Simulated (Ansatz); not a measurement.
# Photoemission of Si(111) with SiHCl2 on 25 % of the top atoms and H on the rest, part 2 of 3

What would XPS and angle-resolved spectra of Si(111) with SiHCl2 on 25 % of the top atoms and H on the rest look like?

Ansatz 0.2.0; DFT, PBE, plane-wave PAW, default files, scalar-relativistic.

So far: The starting structure; Bands by layer.

## Step 2: Bands by layer (continued)

Peaks of A(k,E) at the labelled points: for each region the eleven nearest the zero at most, each over 6 % of that point's highest, less those above the energy where the solved bands run out; weight and spread sum the levels within three half widths or 0.3 eV, so near peaks share levels. Peaks of the spectral function, the first 40 of 132 rows:

```
point  weight on  E (eV)  A (1/eV)  weight near the peak  rms spread of levels (eV)
    K      total   -4.36      4.38                 1.033                      0.014
    K      total   -3.92     7.691                 2.245                       0.08
    K      total    -3.6     4.027                  1.22                      0.135
    K      total   -3.12     3.263                 1.211                      0.094
    K      total   -2.82     2.381                 1.079                       0.13
    K      total   -2.28     7.847                 2.174                      0.062
    K      total    2.38     8.131                 2.875                      0.106
    K      total    2.62     4.126                 2.954                      0.113
    K      total    3.48     1.347                 0.504                      0.117
    K      total    4.36     3.721                 1.726                      0.117
    K      total    4.78     2.436                  1.38                      0.202
    K        top   -3.92     0.565                 0.192                      0.136
    K        top    -3.6      0.99                 0.314                      0.131
    K        top   -3.18     1.522                 0.623                      0.116
    K        top   -2.82     0.929                 0.424                      0.121
    K        top   -2.48     0.409                 0.138                      0.102
    K        top   -2.28     0.359                 0.196                      0.158
    K        top    -2.1     0.331                 0.139                       0.12
    K        top    2.38     1.047                 0.337                      0.092
    K        top     2.6     0.393                 0.344                        0.1
    K        top    3.46     0.525                 0.184                      0.096
    K        top    4.32     0.827                 0.381                      0.123
    K     middle   -4.36     2.712                 0.663                      0.012
    K     middle   -3.96     2.614                 0.708                      0.034
    K     middle    -3.6     0.966                 0.348                      0.147
    K     middle    -3.1     1.087                 0.508                      0.165
    K     middle   -2.82     0.974                 0.409                      0.136
    K     middle   -2.28     4.564                 1.213                      0.044
    K     middle    2.38     4.206                 1.464                      0.105
    K     middle    2.62     2.007                 1.501                      0.111
    K     middle    3.48     0.314                 0.107                      0.122
    K     middle    4.38     1.131                 0.515                      0.113
    K     middle    4.78     0.785                 0.452                      0.206
    K     bottom   -4.36     0.685                  0.15                      0.013
    K     bottom    -3.9     2.639                 0.695                      0.065
    K     bottom    -3.6      1.35                 0.337                      0.096
    K     bottom    -3.1     0.646                 0.248                      0.147
    K     bottom   -2.82     0.269                 0.165                      0.119
    K     bottom   -2.26     1.335                 0.346                      0.034
    K     bottom    2.38     1.227                 0.462                      0.112
```

The DOS has structure finer than the step of the table below, so its rows give means over 1 eV, whole bins alone (the curve runs from -18.1 to 4.89 eV). Peaks (eV: height): total -6.5: 29.5, -4.0: 25.3, 3.5: 27.6, 4.3: 39.3; Si 3p -4.0: 18.3, -2.3: 20.9, -1.6: 22.7, 4.3: 21.3; Si 3s -10.6: 8.74, -9.5: 8.48, -9.0: 11.0, -6.5: 12.0; Cl 3p -5.2: 6.59, -4.1: 2.58, -3.2: 9.36; H 1s -6.5: 2.14, -5.4: 2.09, -5.0: 2.36, -4.0: 3.46.

The DOS by E, zero at the valence-band maximum; means over each step; values in states/eV/cell:

```
E (eV)   total    Si 3p    Si 3s    Cl 3p     H 1s    Cl 3s
   -17  0.0125   7.2e-4  0.00142   2.2e-4   8.4e-5   0.0100
   -16    3.84    0.308    0.226   0.0420   0.0148     3.23
   -15   0.151   0.0158        0   5.5e-4   1.2e-4    0.134
   -14       0        0        0        0        0        0
   -13       0        0        0        0        0        0
   -12   0.152  0.00778    0.140   3.8e-5  0.00341   6.8e-5
   -11    3.94    0.738     3.06  0.00277    0.113  0.00431
   -10    7.14     1.80     5.00   0.0185    0.255   0.0174
    -9    9.48     2.48     6.20    0.188    0.469   0.0891
    -8    5.90     1.56     3.33    0.305    0.534    0.111
    -7    8.21     3.55     3.82   0.0753    0.673   0.0153
    -6    8.95     4.38     3.48    0.147    0.821  0.00915
    -5    7.51     2.76     1.06     2.43     1.03   0.0979
    -4    15.2     10.2     1.23     1.50     2.11  0.00538
    -3    20.9     13.3    0.874     5.21     1.27  0.00280
    -2    19.9     17.6    0.692    0.686    0.669  0.00159
    -1    8.87     8.10    0.130    0.124    0.368   7.7e-4
     0    1.86     1.81   1.6e-4  0.00112   4.2e-4   6.6e-5
     1    2.05     1.16    0.566  0.00428   0.0390   4.4e-4
     2    11.6     6.29     3.11   0.0998    0.355   0.0159
     3    19.5     11.2     3.45    0.270    0.888   0.0548
     4    27.0     15.0     3.08    0.275     1.09   0.0668
```

Sums over each group's atoms; a table of it gives point samples, which can step over narrow peaks. The DOS of the group by E, zero at the valence-band maximum; 7 of 16 lines; values in states/eV:

```
E (eV)  other layers: Si 3p  layer 2: Si 3p  middle: Si 3p  layer 3: Si 3p  layer 1: Si 3p  adsorbate: Cl 3p  other layers: Si 3s
   -17                    0               0              0               0               0                 0                    0
   -16                    0         0.00142         8.8e-6          3.2e-5         0.00851            0.0246                    0
   -15                    0               0              0               0               0                 0                    0
   -14                    0               0              0               0               0                 0                    0
   -13                    0               0              0               0               0                 0                    0
   -12               3.6e-5          1.3e-5              0               0          2.4e-5                 0               3.9e-4
   -11               0.0613          0.0311         0.0597          0.0603          0.0326            9.3e-4                0.440
   -10                0.534           0.317          0.206           0.207           0.219            0.0211                 1.84
    -9                 1.26           0.749          0.488           0.523           0.489             0.185                 3.38
    -8                0.706           0.251         0.0874           0.349           0.245             0.415                 1.36
    -7                0.197           0.159          0.139          0.0810          0.0504            0.0329                0.285
    -6                0.786           0.312          0.746           0.781           0.545            0.0457                0.700
    -5                0.404           0.188          0.603           0.640           0.421              3.35                0.153
    -4                 7.11            2.43          0.947           0.980            2.91              2.17                0.213
    -3                 4.68            2.50           2.36            2.42            1.97              6.37                0.199
    -2                 4.97            2.46           2.49            2.29            2.47             0.740                0.294
    -1                 4.29            2.52           1.93            2.13            1.90             0.260               0.0716
     0                0.389           0.105          0.236           0.250           0.200            7.0e-4               2.5e-5
     1                0.231           0.112          0.254           0.251           0.139           0.00220                0.125
     2                 2.85            1.63           1.36            1.39            1.37             0.123                 1.21
     3                 2.55            1.43           2.07            2.11            1.34             0.228                0.941
     4                 3.22            1.43           1.78            1.52            1.41             0.294                0.868
```

This run's widths, added to any smearing of the DOS itself: Gaussian 0.3 eV, Lorentzian 0.1 eV plus 0.05 an eV of depth. Table of intensity by binding energy, zero at the valence-band maximum; values in % of the maximum within 13 eV:

| binding energy (eV) | 21.2 eV | 40.8 eV | 100 eV | 1486.7 eV | 9251.7 eV |
| --- | --- | --- | --- | --- | --- |
| -1 | 0.546 | 1.35 | 0.798 | 1.22 | 0.727 |
| 0 | 1.33 | 5.65 | 3.55 | 4.14 | 1.34 |
| 1 | 11.0 | 45.6 | 23.4 | 24.5 | 6.75 |
| 2 | 22.0 | 66.0 | 40.6 | 46.1 | 15.9 |
| 3 | 94.7 | 98.4 | 96.0 | 96.4 | 25.7 |
| 4 | 46.0 | 88.1 | 49.4 | 58.1 | 24.9 |
| 5 | 49.2 | 78.2 | 49.7 | 60.4 | 31.6 |
| 6 | 12.8 | 47.6 | 20.0 | 58.6 | 52.5 |
| 7 | 7.81 | 38.7 | 14.3 | 51.7 | 49.4 |
| 8 | 10.1 | 48.2 | 18.3 | 65.3 | 62.7 |
| 9 | 9.07 | 61.4 | 22.4 | 98.3 | 98.5 |
| 10 | 4.56 | 39.7 | 14.4 | 72.0 | 73.7 |
| 11 | 1.91 | 20.1 | 7.39 | 39.6 | 41.0 |
| 12 | - | 5.82 | 2.31 | 10.9 | 11.2 |
| 13 | - | 3.65 | 1.64 | 6.26 | 6.38 |
| 14 | - | 5.22 | 2.55 | 8.87 | 9.13 |
| 15 | - | 18.3 | 9.34 | 31.5 | 32.8 |
| 16 | - | 53.0 | 26.8 | 89.9 | 93.4 |
| 17 | - | 14.7 | 7.34 | 24.6 | 25.4 |
| 18 | - | 4.05 | 2.02 | 6.76 | 6.97 |

Maxima picked by a test of local sharpness, so broad peaks and shoulders can be missing; peaks within 0.45 eV of a curve's cut are left out. Valence peaks, by row:

| photon energy (eV) | binding energy (eV) | height (% of the maximum within 13 eV) | main shell | its share (%) |
| --- | --- | --- | --- | --- |
| 21.2 | 8.387 | 11.43 | Cl 3p | 44.04 |
| 21.2 | 6.487 | 12.82 | H 1s | 47.07 |
| 21.2 | 5.187 | 56.24 | Cl 3p | 78.77 |
| 21.2 | 3.137 | 100 | Cl 3p | 86.92 |
| 21.2 | 1.137 | 12.6 | H 1s | 40.22 |
| 40.8 | 15.94 | 53.3 | Cl 3s | 88.29 |
| 40.8 | 8.987 | 61.52 | Si 3s | 66.54 |
| 40.8 | 8.487 | 60.32 | Si 3s | 61.22 |
| 40.8 | 7.337 | 41.76 | Si 3s | 51.45 |
| 40.8 | 6.487 | 62.4 | Si 3s | 44.98 |
| 40.8 | 5.137 | 83.35 | H 1s | 41.38 |
| 40.8 | 3.687 | 100 | H 1s | 49.1 |
| 40.8 | 3.087 | 98.72 | Si 3p | 34.77 |
| 40.8 | 1.687 | 66.25 | Si 3p | 65.39 |
| 40.8 | 1.137 | 50.63 | Si 3p | 59.73 |
| 100 | 15.89 | 27.09 | Cl 3s | 91.05 |
| 100 | 8.987 | 22.4 | Si 3s | 62.44 |
| 100 | 8.487 | 22.72 | Si 3s | 54.06 |
| 100 | 7.337 | 14.84 | Si 3s | 49.88 |
| 100 | 6.487 | 24.2 | Si 3s | 41.37 |
| 100 | 5.187 | 56.73 | Cl 3p | 66.57 |
| 100 | 3.137 | 100 | Cl 3p | 74.09 |
| 100 | 1.087 | 25.29 | Si 3p | 78.11 |
| 1487 | 15.89 | 90.88 | Cl 3s | 95.87 |
| 1487 | 9.087 | 99.49 | Si 3s | 89.89 |
| 1487 | 7.287 | 54.7 | Si 3s | 85.69 |
| 1487 | 6.537 | 83.84 | Si 3s | 84.27 |
| 1487 | 5.837 | 60.94 | Si 3s | 76.24 |
| 1487 | 5.237 | 70.91 | Cl 3p | 45.03 |
| 1487 | 3.137 | 100 | Cl 3p | 64.15 |
| 1487 | 1.137 | 26.95 | Si 3p | 69.47 |
| 9252 | 15.89 | 94.52 | Cl 3s | 97.02 |
| 9252 | 9.087 | 100 | Si 3s | 94.89 |
| 9252 | 7.287 | 52.59 | Si 3s | 94.41 |
| 9252 | 6.537 | 78.98 | Si 3s | 96.32 |
| 9252 | 5.887 | 53.3 | Si 3s | 94.29 |
| 9252 | 3.537 | 28.55 | Si 3s | 74.1 |

From the valence-band maximum. Table of planar mean, electrostatic potential by z:

```csv
z (Å),"planar mean, electrostatic potential (eV)"
0.0,5.06
0.5,4.93
1.0,4.81
1.5,4.70
2.0,4.69
2.5,4.69
3.0,4.69
3.5,4.69
4.0,4.69
4.5,4.69
5.0,4.69
5.5,4.66
6.0,4.55
6.5,4.05
7.0,2.16
7.5,1.84
8.0,-4.01
8.5,-9.71
9.0,-11.0
9.5,-6.80
10.0,0.0506
10.5,2.03
11.0,-1.88
11.5,-8.40
12.0,-11.2
12.5,-8.49
13.0,-2.04
13.5,2.03
14.0,0.0974
14.5,-6.74
15.0,-11.0
15.5,-9.85
16.0,-4.06
16.5,1.86
17.0,2.09
17.5,2.05
18.0,0.803
18.5,-0.839
19.0,0.337
19.5,3.45
20.0,4.99
20.5,5.25
21.0,5.30
21.5,5.31
22.0,5.31
22.5,5.31
23.0,5.31
23.5,5.31
24.0,5.31
24.5,5.27
25.0,5.15
```

Shapes are the site's partial DOS without matrix elements, which overweights lines from ligand s bands. Intensity against emission energy less the core level's binding energy, zero at the valence-band maximum; read off at these points; 7 of 10 lines; values in % of the unpolarised maximum:

```csv
emission energy less the core level's binding energy (eV),Cl K-beta,"Cl K-beta, E along x","Cl K-beta, E along y","Cl K-beta, E along z","Cl L2,3",Si K-beta,"Si K-beta, E along x"
-18.00,0.275,0.364,0.230,0.233,6.63,0.398,0.449
-17.50,0.340,0.481,0.268,0.273,11.6,0.489,0.560
-17.00,0.464,0.715,0.334,0.343,25.0,0.661,0.762
-16.50,0.666,1.10,0.439,0.455,65.1,0.994,1.20
-16.00,0.731,1.20,0.487,0.509,97.8,1.34,2.11
-15.50,0.608,0.910,0.447,0.467,83.7,1.35,2.51
-15.00,0.507,0.694,0.408,0.419,32.6,1.01,1.65
-14.50,0.476,0.612,0.404,0.410,14.0,0.872,1.17
-14.00,0.488,0.609,0.426,0.430,7.64,0.886,1.05
-13.50,0.526,0.648,0.464,0.467,4.81,0.989,1.09
-13.00,0.585,0.721,0.516,0.519,3.33,1.18,1.26
-12.50,0.667,0.829,0.583,0.589,2.46,1.51,1.58
-12.00,0.779,0.985,0.672,0.682,1.93,2.13,2.20
-11.50,0.941,1.22,0.792,0.814,1.63,3.45,3.57
-11.00,1.19,1.58,0.966,1.01,1.54,5.66,5.89
-10.50,1.58,2.20,1.23,1.29,1.66,8.68,9.21
-10.00,2.25,3.33,1.67,1.74,2.13,11.5,12.1
-9.50,3.44,5.44,2.45,2.43,2.95,14.6,15.8
-9.00,5.41,9.05,3.72,3.46,4.96,15.7,17.0
-8.50,7.61,13.1,5.20,4.51,7.77,14.7,15.8
-8.00,7.81,13.2,5.53,4.66,6.00,13.9,14.7
-7.50,6.90,11.0,5.19,4.55,2.89,15.4,15.7
-7.00,7.31,11.0,5.66,5.30,1.67,20.9,19.8
-6.50,10.1,15.1,7.74,7.59,1.47,31.7,28.4
-6.00,17.2,25.2,12.9,13.5,1.33,28.3,26.8
-5.50,38.0,56.1,27.6,30.2,3.97,27.3,24.2
-5.11,50.7,72.8,36.9,42.4,7.16,28.0,24.4
-5.00,48.9,68.9,35.6,42.2,5.63,28.1,24.4
-4.50,38.6,41.7,28.8,45.4,1.13,35.9,31.8
-4.00,51.2,39.1,46.5,68.1,0.764,64.6,56.2
-3.50,78.5,41.9,109,85.1,0.629,74.3,70.0
-3.21,98.4,53.9,145,96.1,0.483,80.6,78.8
-3.11,99.9,59.0,146,94.9,0.470,83.0,80.3
-3.00,97.2,63.3,138,90.7,0.458,85.5,81.3
-2.91,92.6,65.0,127,86.0,0.440,87.2,82.1
-2.50,58.7,45.9,67.4,62.7,0.330,94.7,94.3
-2.00,29.2,18.6,29.6,39.6,0.290,98.7,102
-1.50,15.3,9.03,14.4,22.4,0.256,86.7,85.1
-1.00,9.50,5.38,8.33,14.8,0.241,62.7,66.1
-0.50,5.26,3.43,5.17,7.17,0.163,33.0,40.9
0.00,3.41,2.43,3.57,4.22,0.144,16.4,20.6
0.50,2.46,1.83,2.64,2.91,0.129,6.99,8.02
1.00,1.88,1.44,2.04,2.17,0.120,4.13,4.49
```

Window up to 4.9 eV. Shell moments, by row:

```csv
element,shell,occupied states an atom,centre of occupied part (eV),rms width of occupied part (eV),centre up to the window's top (eV),rms width up to the window's top (eV)
Si,3s,1.17,-7.987,2.402,-4.907,5.394
Si,3p,2.742,-3.726,2.592,-1.175,4.041
Cl,3s,1.865,-15.11,2.585,-14.32,4.534
Cl,3p,5.364,-3.963,1.658,-3.471,2.459
H,1s,1.042,-4.951,2.385,-2.739,4.292
```

Shapes are the site's partial DOS without matrix elements, which overweights lines from ligand s bands. Emission peaks, by row:

| line | energy (eV) | height (%) |
| --- | --- | --- |
| Cl K-beta | -8.237 | 7.974 |
| Cl K-beta | -5.137 | 50.86 |
| Cl K-beta | -3.137 | 100 |
| Cl K-beta, E along x | -8.237 | 13.7 |
| Cl K-beta, E along x | -5.137 | 73.31 |
| Cl K-beta, E along x | -2.887 | 65.16 |
| Cl K-beta, E along y | -5.137 | 37.01 |
| Cl K-beta, E along y | -3.137 | 146.7 |
| Cl K-beta, E along z | -5.087 | 42.51 |
| Cl K-beta, E along z | -3.187 | 96.21 |
| Cl L2,3 | -15.79 | 100 |
| Cl L2,3 | -8.487 | 7.845 |
| Cl L2,3 | -5.187 | 7.704 |
| Si K-beta | -9.037 | 15.74 |
| Si K-beta | -6.437 | 31.85 |
| Si K-beta | -2.187 | 100 |
| Si K-beta, E along x | -9.087 | 17.08 |
| Si K-beta, E along x | -6.437 | 28.49 |
| Si K-beta, E along x | -2.187 | 104.2 |
| Si K-beta, E along y | -9.087 | 17.2 |
| Si K-beta, E along y | -6.487 | 28.77 |
| Si K-beta, E along y | -2.187 | 104.6 |
| Si K-beta, E along z | -9.037 | 12.97 |
| Si K-beta, E along z | -6.437 | 38.28 |
| Si K-beta, E along z | -5.437 | 32.49 |
| Si K-beta, E along z | -3.787 | 85.81 |
| Si K-beta, E along z | -2.787 | 99.36 |
| Si K-beta, E along z | -1.687 | 99.52 |
| Si L2,3 | -9.087 | 100 |
| Si L2,3 | -7.287 | 52.28 |
| Si L2,3 | -6.537 | 88.42 |
| Si L2,3 | -5.887 | 54.5 |
| Si L2,3 | -4.287 | 18.39 |
| Si L2,3 | -3.587 | 23.48 |
| Si L2,3 | -2.637 | 14.79 |
| Si L2,3 | -1.637 | 11.42 |

The spectra weight each projected shell by its atomic cross section (Dirac–Hartree–Slater) and angular factor, for linear light with the analyser at 10° from the polarisation. Broadening, on top of any smearing of the DOS itself: a Gaussian of 0.3 eV and a Lorentzian of 0.1 eV plus 0.05 times the binding energy (full widths), Fermi edge at 300 K. Each atom is damped by exp[−depth/(λ cos θ)], θ = 45° from the normal, λ from the universal curve. Curves are cut 10 eV under the photon energy, above any shell that the free atom's threshold puts out of reach, or at the lower edge of the window: 11.2 eV at 21.2 eV, 18.1 eV at 40.8 eV, 18.1 eV at 100 eV, 18.1 eV at 1486.7 eV and 18.1 eV at 9251.7 eV. Dipole terms alone, which is rough above 3 keV; no background, satellites or final-state effects.

How the area divides among the shells (%):

```csv
shell,21.2 eV,40.8 eV,100 eV,1486.7 eV,9251.7 eV
Si 3s,4.2,26.8,17.2,50.8,67.0
Si 3p,6.9,26.6,31.5,13.2,2.1
Cl 3s,0.0,13.9,13.5,21.9,28.6
Cl 3p,65.1,7.2,35.4,14.1,2.3
H 1s,23.9,25.5,2.4,0.1,0.0
```

Regions along c: top from 16.3 to 22.8 Å, middle from 10.4 to 15.4 Å, bottom from 3.0 to 9.2 Å. The top region begins above the slab's first layer, so it holds the added atoms alone, and the space between regions isn't listed.

The largest force component on a free atom is 0.020 eV/Å, so the atoms are at rest for these settings too.

(Part 2 of 3 ends here.)

[Logs are printed without paths, hosts, clocks, repeated set-up lines and the standing remarks that a program may print on its own settings, such as how far it seeks lower states.]

[Hosts, paths, dates, database ids (printed as entryN), source tags and the programs' standing remarks are cut or masked in the printed files.]

[Maps of the electrostatic potential energy from Ansatz leave out the sawtooth potential of an applied field or a dipole correction, so their vacuum need not be flat; work functions include it.]
